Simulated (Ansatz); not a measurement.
**GaN (F-43m): spin-orbit coupling beyond the local functionals**

Wanted: gaps of GaN (F-43m) with and without spin-orbit coupling, with cost.

Main program and level: Ansatz 0.2.0; density functionals with and without spin-orbit coupling, plane waves, PAW.

**The experiments to reproduce.**

- Gap 3.23 eV: absorption onset (direct gap at Gamma) of unexcited film, from imaginary part of dielectric function; spectroscopic ellipsometry (steady-state reference of time-resolved measurement); 300 K; film on 3C-SiC/Si(001) (“Femtosecond pump-probe absorption edge spectroscopy of cubic GaN”, 2022, arxiv:2206.02223).

### Step 1. The structure

Symmetry: F-43m, No. 216, cubic system. Conventional cell: a = 4.507 Å, b = 4.507 Å, c = 4.507 Å, α = 90.00°, β = 90.00°, γ = 90.00°. Ga has 4 N at 1.95 Å nearest. Nearest to N lie 4 Ga at 1.95 Å. Farther neighbours and most contacts between anions are not listed.

The cell and positions are those that the Materials Project relaxed with its own functionals (PBE, PBE+U or r2SCAN), kept fixed. This is not the form that GaN usually takes at ambient conditions.

### Step 2. HSE06, 4×4×4 mesh

This step: DFT, HSE06, plane waves, PAW; PAW set soft_1.

input.yaml reads:

```yaml
crystal:
  lattice:
    - [0.0, 2.2535006075, 2.2535006075]
    - [2.2535006075, 0.0, 2.2535006075]
    - [2.2535006075, 2.2535006075, 0.0]
  atoms:
    - { symbol: Ga, position: [0.0, 0.0, 0.0] }
    - { symbol: "N", position: [0.75, 0.75, 0.75] }
kpoints:
  mp_grid: { grid: [4, 4, 4] }
  band_path:
    path:
      - [0.0, 0.0, 0.0]
      - [-0.5, -0.5, 0.0]
      - [-0.375, -0.375, 0.25]
      - [-0.375, 0.0, 0.375]
      - [0.0, 0.0, 0.5]
      - [-0.5, -0.25, 0.25]
    npoints: 1
hamiltonian:
  xc: hse06
  pseudopotentials: { kind: paw, azcp: { folder: soft_1 } }
scf:
  occupations: { method: fixed }
  n_extra_bands: 4
output:
  eigenvalues: true
  write_density: true
  write_potential: true
  elf: true
  volumetric_format: npy
```

Command:

```bash
ansatz run input.yaml --threads 3 --pin off --max-ram 92160MiB --backend cuda --events-out ev --progress --plain --runs-dir out --devices 1 --max-vram 13GiB
```

Numbers of over 12 decimals in the logs are rounded to 6 here.

Output:

```text
scf.n_extra_bands = 4 over 9 filled bands (N_el = 18.0): the run solves 13 bands
GPUs: using 1 of 1 available (devices: 1).
Engine: ansatz 0.2.0, x86_64-unknown-linux-gnu
Pseudopotentials: kind: paw
Pseudopotential: Ga, paw, valence charge 13, recommended cutoff 420 eV (normal), soft_1/Ga.paw.azcp
Pseudopotential: N, paw, valence charge 5, recommended cutoff 420 eV (normal), soft_1/N.paw.azcp
Functional definition: HSE06
  parameter a = 0.25
  parameter omega = 0.11/bohr
  exchange = pbe_x - a*pbe_x_sr(omega) + a*exact_x_sr(omega)
  correlation = pbe_c
davidson cushion auto → on  (no smearing: the cushion is to keep the highest requested band from converging to the state above it; pin scf.eigensolver.cushion to override)
device memory: the entry about to start is reckoned to put 0.7 GiB on a device that reports 56.7 GiB free (of which the cap on the GPU budget leaves the run 13.0 GiB)
GPU FFT provider: cuFFT
GPU libraries: cuBLAS 13.8.2, cuFFT 12.4.0, cuSOLVER 12.3.4
Crystal: 2 atoms, lattice volume = 22.888 Å³
Basis set: ecut = 420 eV, 459 PW (Γ)
Bands: 13, of which v1, the nominal top of the filled ones, is band 9 counted from 1 (8 counted from 0)
Symmetry: 24 space group operations
Space group: F-43m (ITA 216), of the structure as read, at distance tolerance 2.8e-5 Å
k-points: 8 of 64 (time reversal used)
Non-local potential: Ga, projectors of the file, l = 0: 2, l = 1: 2, l = 2: 3, l = 3: 1
Non-local potential: N, projectors of the file, l = 0: 2, l = 1: 2, l = 2: 1
PAW form: soft (Blöchl's): semilocal exchange-correlation on the pseudo side does not see the compensation charge
PAW frozen core: Ga, regenerated for the run's functional, and the local potential with it (the file was generated under x = pbe(κ = 0.804, μ = 0.219515), c = pbe(β = 0.066725))
PAW frozen core: N, regenerated for the run's functional, and the local potential with it (the file was generated under x = pbe(κ = 0.804, μ = 0.219515), c = pbe(β = 0.066725))
PAW one-centre angular grid: Ga, 590 points (default); XC on 64 Gauss nodes
PAW one-centre angular grid: N, 110 points (default); XC on 64 Gauss nodes
Initial density: superposition of atomic densities (chi_scale 0.1, normalization cell, long waves kept (reshape's long-wave potential 0.00 eV rms))
Initial wavefunctions: pseudopotential atomic-orbital guess
GPU buffer pool allocated for 13824 grid points (all kernels)
GPU transforms: local potential and band sums: pruned to the plane-wave sphere, on 24×24×24
Functional: x = pbe(κ = 0.804, μ = 0.219515), c = pbe(β = 0.066725), warm-up for x = pbe(κ = 0.804, μ = 0.219515) + 0.25 (exact − pbe) at short range (hse, ω = 0.207870 Å⁻¹), c = pbe(β = 0.066725); HSE06 as pw.x's `hse` composes it (authors' and Libxc's form: `xc: wpbeh`)
[...]
GPU libraries: cuBLAS 13.8.2, cuFFT 12.4.0, cuSOLVER 12.3.4
GPU buffer pool allocated for 13824 grid points (all kernels)
GPU transforms: local potential and band sums: pruned to the plane-wave sphere, on 24×24×24
Exchange kernel: α = 0.2500, screened, ω = 0.2079 Å⁻¹, Wigner–Seitz truncation, v(0) = 972.1259 eV·Å³, q-mesh 4×4×4, nearest image of the exchange supercell L = 12.75 Å, pair-density grid 15×15×15, without the augmentation charges, whose exchange is taken in its separable form by FFT convolution over the k-point mesh (sized by the pseudopotential files, 18×18×18 at the most), smooth part of the exact exchange by density-matrix convolution in up to 588.6 MiB of GPU memory as planned if the GPU has room (build and FFT work areas not counted)
Frozen-core exchange: fock
SCF iter   1: F=—  HF=-4168.336893 eV  |F-HF|=—  |Δ(HF+E_count)|=         —  Δρ=6.59e-5  dr2=7.29e-7  ethr=1.04e-6  ⟨swp⟩=3.0  Hψ=263  notcnv=0
preconditioner: auto → none  [insulator: Δε(μ)=2.991 eV  Ē_g=21.802 eV  n_scr=8 (ndim 8)  ℏωp=32.9 eV  f_vac=0.002]
iter 2 solved again at ethr=2.45e-10 eV; its pass at ethr=3.78e-9 eV (dr2=4.42e-8 eV) is discarded
SCF iter   2: F=-4168.336893 eV  HF=-4168.336893 eV  |F-HF|=3.83e-8  |Δ(HF+E_count)|=   4.84e-7  Δρ=2.02e-5  dr2=9.60e-8  ethr=2.45e-10  ⟨swp⟩=2.0  Hψ=642  notcnv=0
SCF 3 converged in 2 iterations: F = -4168.336893 eV  dr2 = 9.60e-8
hybrid outer 2: dexx = +3.089e-7 eV, tail = 2.68e-7 eV, Δε = 2.99e-3 eV (about 3.42e-4 eV left of the loop's levels)
device memory: the entry about to start is reckoned to put 0.3 GiB on a device that reports 61.1 GiB free (of which the cap on the GPU budget leaves the run 13.0 GiB)
NSCF: frozen V_eff on 6 k-points
hybrid SCF converged: 2 outer / 7 inner (+5 warm-up), last move |dexx| = 3.09e-7 eV, tail = 2.68e-7 eV
Stability not checked: this state was not tested for a lower state beside it, because the functional holds exact exchange (a hybrid, or Hartree-Fock), whose exchange loop this test does not read (fock_operator; see scf.lower_state_search)
Free energy (F): -4168.336893 eV
Frozen-core exchange: fock
Harris-Foulkes:  -4168.336893 eV  (|F-HF|=3.83e-8)
Internal energy: -4168.336893 eV  (E = F + TS)
E sigma→0 (E₀):  -4168.336893 eV
Fermi energy:    8.829202 eV
--- Per-component energies (eV) ---
  E_band       = -46.576146
  E_kinetic    = 240.275559
  E_local      = -1417.545863  (includes V_loc(G=0)·N_el)
  E_nonlocal   = -54.758822
  E_hartree    = 900.849822
  E_xc         = -98.416445
  E_vxc        = -104.551194  (∫ρ·V_xc dr)
  E_exx        = -62.006233  (= α·E_x^exact, valence–valence)
  E_paw        = -2089.390871  (= ΣΔE_a)
  E_vpaw       = -387.693887  (= ΣTr[D̂ρ^β])
  E_aug_tail   = 0.000810  (compensation charges beyond the density's cutoff)
  E_ewald      = -1587.434954
  E_core_change = 0.090104  (= ΣΔE_core)
  E_smearing   = -0.000000  (= −TS)
  E_closure    = -0.000000  (closes the sum)
  Σ components = -4168.336893   (vs F -4168.336893, Δ=-9.09e-13)
--- Band table (eV; the first three rows and the last of 8) ---
  k-point 0: bands = [... 5 lower, -6.5566, 8.8292, 8.8292, 8.8292, 11.8201, 20.7413, 20.7413, 20.7413]
  k-point 1: bands = [... 5 lower, -6.2922, 4.7110, 8.2731, 8.2731, 14.2876, 19.2283, 21.2204, 21.2204]
  k-point 2: bands = [... 5 lower, -4.8293, 1.2945, 7.7916, 7.7916, 14.9079, 19.2438, 20.7174, 20.7174]
  k-point 7: bands = [... 5 lower, -4.0015, 2.7948, 4.8198, 4.9833, 16.3359, 19.1298, 20.7347, 21.4574]
```

It took 9.2 s on 1 × NVIDIA H100 80GB HBM3 (shared by 6 runs) with 3 threads of AMD EPYC 7R13 (Zen 3), shared host; peak memory 1 GiB.

The column dr2 measures how far the density is from self-consistency, as an energy; F and HF (Harris–Foulkes) agree once it is small.

Numbers from this step:

```yaml
gap: 2.991 eV
valence_top_at: Γ
conduction_bottom_at: Γ
least_direct_gap: 2.991 eV
exact_exchange_fraction: 0.25
```

The gap is direct, at Γ.

### Step 3. HSE06+SOC, 4×4×4 mesh

The many-body steps leave out spin-orbit coupling, so its effect is taken from a two-component run, with twice the bands.

This step: DFT, HSE06 with spin-orbit coupling, plane waves, PAW; PAW set soft_1.

input.yaml: that of step 2 with these lines changed.

```diff
@@ -21,6 +21,9 @@
   xc: hse06
-  pseudopotentials: { kind: paw, azcp: { folder: soft_1 } }
+  pseudopotentials: { kind: paw_fr, azcp: { folder: soft_1 } }
 scf:
   occupations: { method: fixed }
-  n_extra_bands: 4
+  n_extra_bands: 8
+magnetization:
+  noncollinear: true
+  spin_orbit: true
 output:
```

Output:

```text
[...]
GPUs: using 1 of 1 available (devices: 1).
[...]
non-collinear run that drives no moment, with spin-orbit: no starting moment large enough to seed its density (crystal.atoms[].spin), no starting occupations that ask for one, no magnetisation constraint and no magnetic field, so the semilocal B_xc is pinned to zero
[...]
GPU FFT provider: cuFFT
GPU libraries: cuBLAS 13.8.2, cuFFT 12.4.0, cuSOLVER 12.3.4
Crystal: 2 atoms, lattice volume = 22.888 Å³
Basis set: ecut = 420 eV, 459 PW (Γ)
Bands: 26, of which v1, the nominal top of the filled ones, is band 18 counted from 1 (17 counted from 0)
Symmetry: 24 space group operations + 24 with time reversal
[...]
k-points: 8 of 64 (time reversal used)
Projection manifold: j_resolved (fully-relativistic pseudo-atomic orbitals)
[...]
GPU buffer pool allocated for 13824 grid points (all kernels)
[...]
SCF iter   1: F=—  HF=-4168.605948 eV  |F-HF|=—  |Δ(HF+E_count)|=         —  Δρ=1.14e-1  dr2=2.60e0  dr2_m=0.00e0 (ungated)  ethr=1.00e-1  |M|=0.00e0 ∫|m|=0.00e0 μB  |m|>n=0.0e0 m-floor=0.0e0 τ_xc=0.0e0  β_m=0.30  ⟨swp⟩=3.8  Hψ=744  notcnv=0
[...]
SCF iter   5: F=-4167.923980 eV  HF=-4167.923931 eV  |F-HF|=4.95e-5  |Δ(HF+E_count)|=   7.88e-4  Δρ=1.08e-3  dr2=1.17e-4  dr2_m=0.00e0 (ungated)  ethr=9.42e-6  |M|=0.00e0 ∫|m|=0.00e0 μB  |m|>n=0.0e0 m-floor=0.0e0 τ_xc=0.0e0  ⟨swp⟩=3.1  Hψ=608  notcnv=0
SCF 1 stopped early in 5 iterations: F = -4167.923980 eV  dr2 = 1.17e-4
[...]
GPU FFT provider: cuFFT
GPU libraries: cuBLAS 13.8.2, cuFFT 12.4.0, cuSOLVER 12.3.4
Projection manifold: j_resolved (fully-relativistic pseudo-atomic orbitals)
[...]
GPU buffer pool allocated for 13824 grid points (all kernels)
[...]
Frozen-core exchange: fock
SCF iter   1: F=—  HF=-4167.738109 eV  |F-HF|=—  |Δ(HF+E_count)|=         —  Δρ=1.88e-2  dr2=3.18e-2  dr2_m=0.00e0 (ungated)  ethr=6.49e-6  |M|=0.00e0 ∫|m|=0.00e0 μB  |m|>n=0.0e0 m-floor=0.0e0 τ_xc=0.0e0  β_m=0.30  ⟨swp⟩=5.2  Hψ=1008  notcnv=0
[...]
SCF iter   6: F=-4167.730933 eV  HF=-4167.730933 eV  |F-HF|=2.06e-8  |Δ(HF+E_count)|=   2.16e-6  Δρ=1.99e-5  dr2=1.45e-6  dr2_m=0.00e0 (ungated)  ethr=4.94e-8  |M|=0.00e0 ∫|m|=0.00e0 μB  |m|>n=0.0e0 m-floor=0.0e0 τ_xc=0.0e0  ⟨swp⟩=2.9  Hψ=490  notcnv=0
SCF 2 stopped early in 6 iterations: F = -4167.730933 eV  dr2 = 1.45e-6
hybrid outer 1: dexx = +8.363e-3 eV, tail = 3.28e-5 eV
GPU FFT provider: cuFFT
GPU libraries: cuBLAS 13.8.2, cuFFT 12.4.0, cuSOLVER 12.3.4
Projection manifold: j_resolved (fully-relativistic pseudo-atomic orbitals)
GPU buffer pool allocated for 13824 grid points (all kernels)
[...]
Frozen-core exchange: fock
SCF iter   1: F=—  HF=-4167.730678 eV  |F-HF|=—  |Δ(HF+E_count)|=         —  Δρ=4.09e-5  dr2=3.62e-7  dr2_m=0.00e0 (ungated)  ethr=9.10e-7  |M|=0.00e0 ∫|m|=0.00e0 μB  |m|>n=0.0e0 m-floor=0.0e0 τ_xc=0.0e0  β_m=0.30  ⟨swp⟩=3.0  Hψ=510  notcnv=0
[...]
SCF iter   2: F=-4167.730679 eV  HF=-4167.730679 eV  |F-HF|=6.39e-8  |Δ(HF+E_count)|=   1.07e-6  Δρ=2.27e-5  dr2=6.18e-8  dr2_m=0.00e0 (ungated)  ethr=1.65e-9  |M|=0.00e0 ∫|m|=0.00e0 μB  |m|>n=0.0e0 m-floor=0.0e0 τ_xc=0.0e0  ⟨swp⟩=4.0  Hψ=848  notcnv=0
SCF 3 converged in 2 iterations: F = -4167.730679 eV  dr2 = 6.18e-8
[...]
NSCF: frozen V_eff on 6 k-points
[...]
Magnetization: |M| = 0.0000 μB,  M = (+0.0000, +0.0000, +0.0000) μB
Absolute magnetization: 0.0000 μB (∫|m|)
  site 0: m = (+0.0000, +0.0000, +0.0000) μB, |m| = 0.0000 μB  (R = 0.81 Å)
  site 1: m = (+0.0000, +0.0000, +0.0000) μB, |m| = 0.0000 μB  (R = 0.81 Å)
Free energy (F): -4167.730679 eV
Frozen-core exchange: fock
[...]
Internal energy: -4167.730679 eV  (E = F + TS)
E sigma→0 (E₀):  -4167.730679 eV
Fermi energy:    8.836018 eV
[...]
--- Band table (eV; the first three rows and the last of 8) ---
  k-point 0: bands = [... 14 lower, 8.8360, 8.8360, 8.8360, 8.8360, 11.8197, 11.8197, 20.5278, 20.5278, ... 4 higher]
  k-point 1: bands = [... 14 lower, 8.2607, 8.2607, 8.2797, 8.2903, 14.2868, 14.2868, 19.2248, 19.2248, ... 4 higher]
  k-point 2: bands = [... 14 lower, 7.7750, 7.7750, 7.8074, 7.8074, 14.9073, 14.9073, 19.2430, 19.2430, ... 4 higher]
  k-point 7: bands = [... 14 lower, 4.8144, 4.8164, 4.9576, 5.0158, 16.3341, 16.3378, 19.1241, 19.1349, ... 4 higher]
```

Run time: 22 s. Hardware: 1 × NVIDIA H100 80GB HBM3 (shared by 6 runs) with 3 threads; peak memory 1.2 GiB.

Numbers from this step:

```
gap                     : 2.984 eV
valence top at          : Γ
conduction bottom at    : Γ
least direct gap        : 2.984 eV
exact-exchange fraction : 0.25
```

The gap stands −0.01 eV against HSE06.

### Step 4. Together

Times are wall times on 1 × NVIDIA H100 80GB HBM3 (shared by 6 runs) with 3 threads of AMD EPYC 7R13 (Zen 3), shared host, good to a factor of about two.

| level | gap (eV) | with coupling (eV) | change (eV) | time | with coupling |
| --- | --- | --- | --- | --- | --- |
| HSE06 | 2.99 | 2.98 | −0.01 | 9.2 s | 22 s |

### Step 5. Outcome

| Quantity | Value |
| --- | --- |
| HSE06 | 2.99 eV |
| HSE06+SOC | 2.98 eV |

In words: Spin-orbit coupling changes the gap by −0.01 eV and the least direct gap by −0.01 eV. Against experiment, by HSE06+SOC: the direct gap of 2.98 eV lies −0.25 eV from the measured 3.23 eV (exciton, 300 K, on 3C-SiC/Si(001), 2022). An exciton line or allowed optical edge lies below the quasiparticle gap by the binding energy; a forbidden edge can push the onset above it. The lattice is static and excitons are left out.

[Paths, hosts, dates, memory and timing lines, banners, echoed tables and standing remarks are left out of the program output.]

[Logs are printed without paths, hosts, clocks, repeated set-up lines and the standing remarks that a program may print on its own settings, such as how far it seeks lower states.]

[Runs of the session that timed out or met a known fault of the program may be left out.]

[Cells called generated may have been cut or substituted from an entry of the Crystallography Open Database or the Materials Project.]

[Hosts, paths, dates, database ids (printed as entryN), source tags and the programs' standing remarks are cut or masked in the printed files.]
